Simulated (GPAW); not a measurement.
# Sc2NS2 MXene monolayer: simulated STM images, part 2 of 2

Aim: Tersoff-Hamann images of Sc2NS2 MXene monolayer at several biases.

GPAW 26.7.0; GPAW, PAW setups; layer in a repeated cell with vacuum, relaxation of atoms and in-plane cell (the session's first sound run).

So far. Step 2 (Relaxing the atoms): The relaxation lowered the energy of the cell by 0.430 eV (energies extrapolated to zero smearing; the optimiser's log prints free energies). The largest force left on a free atom is 0.011 eV/Å.

### 3. Plane waves, PBE (continued)

Level of this step: GPAW, PAW setups; slab in vacuum (GPAW).

Tip height over the top atom over a1 and a2. Sample bias 2 V, constant current at the mean current 3.0 Å over the top atom.

Values in Å, 12 rows by 16 columns, each cell a mean:
```
2.96 2.95 2.95 2.94 2.94 2.94 2.94 2.94 2.94 2.94 2.94 2.94 2.95 2.95 2.96 2.96
2.96 2.95 2.92 2.90 2.88 2.86 2.86 2.85 2.86 2.87 2.89 2.91 2.94 2.96 2.97 2.97
2.98 2.94 2.90 2.85 2.81 2.78 2.77 2.78 2.81 2.85 2.90 2.94 2.98 3.00 3.00 3.00
2.99 2.94 2.88 2.82 2.77 2.73 2.73 2.77 2.84 2.89 2.95 3.00 3.02 3.04 3.04 3.02
3.00 2.94 2.87 2.81 2.76 2.75 2.79 2.85 2.92 2.99 3.03 3.06 3.08 3.08 3.07 3.04
3.01 2.95 2.87 2.82 2.80 2.81 2.86 2.93 3.00 3.04 3.08 3.10 3.11 3.11 3.08 3.05
3.00 2.94 2.89 2.86 2.86 2.90 2.96 3.02 3.06 3.10 3.13 3.14 3.14 3.12 3.09 3.05
2.99 2.94 2.90 2.89 2.92 2.97 3.02 3.06 3.10 3.13 3.15 3.15 3.14 3.12 3.08 3.05
2.98 2.95 2.93 2.95 2.98 3.02 3.06 3.09 3.12 3.14 3.15 3.14 3.12 3.10 3.06 3.02
2.97 2.95 2.95 2.97 3.00 3.04 3.07 3.09 3.11 3.12 3.12 3.11 3.09 3.06 3.03 3.00
2.96 2.96 2.96 2.98 3.01 3.03 3.05 3.06 3.07 3.07 3.07 3.06 3.04 3.02 2.99 2.97
2.96 2.96 2.96 2.97 2.99 3.00 3.01 3.02 3.02 3.02 3.02 3.01 2.99 2.98 2.97 2.96
```
Columns: a1 from 0 to 0.944; rows upwards: a2 from 0 to 0.944.

Local density of states summed over the bias window over a1 and a2. Sample bias 2 V, constant height 3.0 Å over the top atom.

Ten even steps from '_' (0.79 × 1e-5 arbitrary) to '@' (2.28 × 1e-5 arbitrary):
```
------------------------------------
------::::::::::::::::::::::--------
----::::................::::--------
----::....__________....::----======
----::..____________..::----========
==--::..__________..::--==++++++++++
==--::..________..::--==++********++
==--::..______..::--==++**######**++
==--::..____..::--==++####%%%%####++
==--::......::--==++##%%%%@@%%%%##++
==--::....::--==++##%%@@@@@@@@%%##++
==--::::::--==++**##%%@@@@@@%%##**++
----::::----++**##%%@@@@@@@@%%##**++
----------==++**##%%%%@@%%%%##**++==
--------====++**####%%%%####**++====
--------====++****######****++====--
--------====++++++++++++++++====----
------------==============----------
```
Columns: a1 from 0 to 0.944; rows upwards: a2 from 0 to 0.944.

The potential is flat to 6.7e-5 eV/Å where it is read, so the vacuum is wide enough.

### 4. A changed run

One more run, with changed settings.

The input, run.py:

```python
import json
import numpy as np
from ase import Atoms
from gpaw import GPAW, PW

slab = Atoms(
    ['S', 'Sc', 'N', 'Sc', 'S'],
    positions=[
        [0.00000, 1.90707, 9.00000],
        [1.65157, 0.95354, 10.67506],
        [0.00000, -0.00000, 11.95423],
        [-0.00000, 1.90707, 13.23340],
        [1.65157, 0.95354, 14.90846]],
    cell=[[3.30314, -0.0, 0.0], [-1.65157, 2.86061, 0.0], [0.0, 0.0, 23.9085]],
    pbc=[True, True, False])

slab.calc = GPAW(mode=PW(500), xc='PBE', kpts={'size': (12, 12, 1), 'gamma': True},
                 occupations={'name': 'fermi-dirac', 'width': 0.05}, nbands='160%',
                 convergence={'density': 1e-05}, maxiter=100,
                 poissonsolver={'dipolelayer': 'xy'},
                 symmetry={'tolerance': 1e-3}, txt='slab.txt')
result = {}
energy = slab.get_potential_energy()
fermi = slab.calc.get_fermi_level()
v = slab.calc.get_electrostatic_potential().mean((0, 1)) - fermi
n = slab.calc.get_pseudo_density().mean((0, 1))
L = slab.cell[2, 2]
z = np.arange(len(v)) * L / len(v)
low, high = slab.positions[:, 2].min(), slab.positions[:, 2].max()
below, above = np.interp([low - 1.0, high + 1.0], z, v)
slopes = [np.interp(x, z, np.gradient(v, z)) for x in (low - 1.0, high + 1.0)]
eps = np.array([[slab.calc.get_eigenvalues(k, s) for k in range(len(slab.calc.get_ibz_k_points()))]
                for s in range(slab.calc.get_number_of_spins())]) - fermi
top, bottom = eps[eps < 0].max(), eps[eps > 0].min()
dipole = slab.get_dipole_moment()[2]
print(f'energy {energy:.4f} eV, Fermi level {fermi:.4f} eV, dipole {dipole:.5f} e A')
print(f'potential 1.0 A off the faces, from the Fermi level: lower {below:.4f} eV, upper {above:.4f} eV')
print(f'slope of the potential there: lower {slopes[0]:.5f}, upper {slopes[1]:.5f} eV/A')
print(f'nearest levels on the mesh: {top:.4f} and {bottom:.4f} eV')
print('magnetic moment', round(slab.get_magnetic_moment(), 3))
result.update(energy=energy, fermi=fermi, dipole=dipole, below=below, above=above, slopes=slopes, edges=[top, bottom],
              z=z.tolist(), v=v.tolist(), n=n.tolist(), positions=slab.positions.tolist(),
              forces=slab.get_forces(apply_constraint=False).tolist(), moments=slab.get_magnetic_moments().tolist())
json.dump(result, open('result.json', 'w'))
```

Run with:

```
$ OMP_NUM_THREADS=1 OPENBLAS_NUM_THREADS=1 python run.py
```

The program printed:

```text
energy -32.3790 eV, Fermi level -2.2002 eV, dipole -0.00057 e A
potential 1.0 A off the faces, from the Fermi level: lower 4.8064 eV, upper 4.8171 eV
slope of the potential there: lower -6.44923, upper 6.44999 eV/A
nearest levels on the mesh: -0.0178 and 0.0629 eV
magnetic moment 0.0
```

Run time: 32 s. Hardware: 1 thread of AMD EPYC 9B45 (Zen 5), shared host; peak memory 0.28 GiB.

The run finished. A setting was moved off its sound value on purpose, so it serves as a test and not as the result.

The fault put into the input: the potential probed 1 A off the face (probe = 1.0).

### 5. Summary of results

```json
{
  "work function, upper and lower face": "6.800 and 6.789 eV",
  "dipole along the normal": "-5.7e-4 e Å",
  "corrugation at -1.5 V": "0.489 Å",
  "corrugation at 2 V": "0.443 Å"
}
```

The tip height varies by 0.44 to 0.49 Å over the cell, much the same at every bias tried. Negative sample bias images filled states, positive bias empty ones. The images are of Tersoff-Hamann type: an s-wave tip, no tip-sample forces, heights closer than in a microscope. The starting lattice was a guess from atomic radii; the relaxation moved it by 5 %. The small printed dipole stands for a step of 11 meV from the lower to the upper face, and the probes find 11 meV; values this small are near the numerical noise of both. The cell holds an odd number of electrons, so without spin polarisation it must come out metallic and without a moment, whatever its true state. The layer's cell and atoms come from the relaxation; spin-orbit coupling and temperature are left out.

[Logs are printed without paths, hosts, clocks, repeated set-up lines and the standing remarks that a program may print on its own settings, such as how far it seeks lower states.]

[Hosts, paths, dates, database ids (printed as entryN), source tags and the programs' standing remarks are cut or masked in the printed files.]
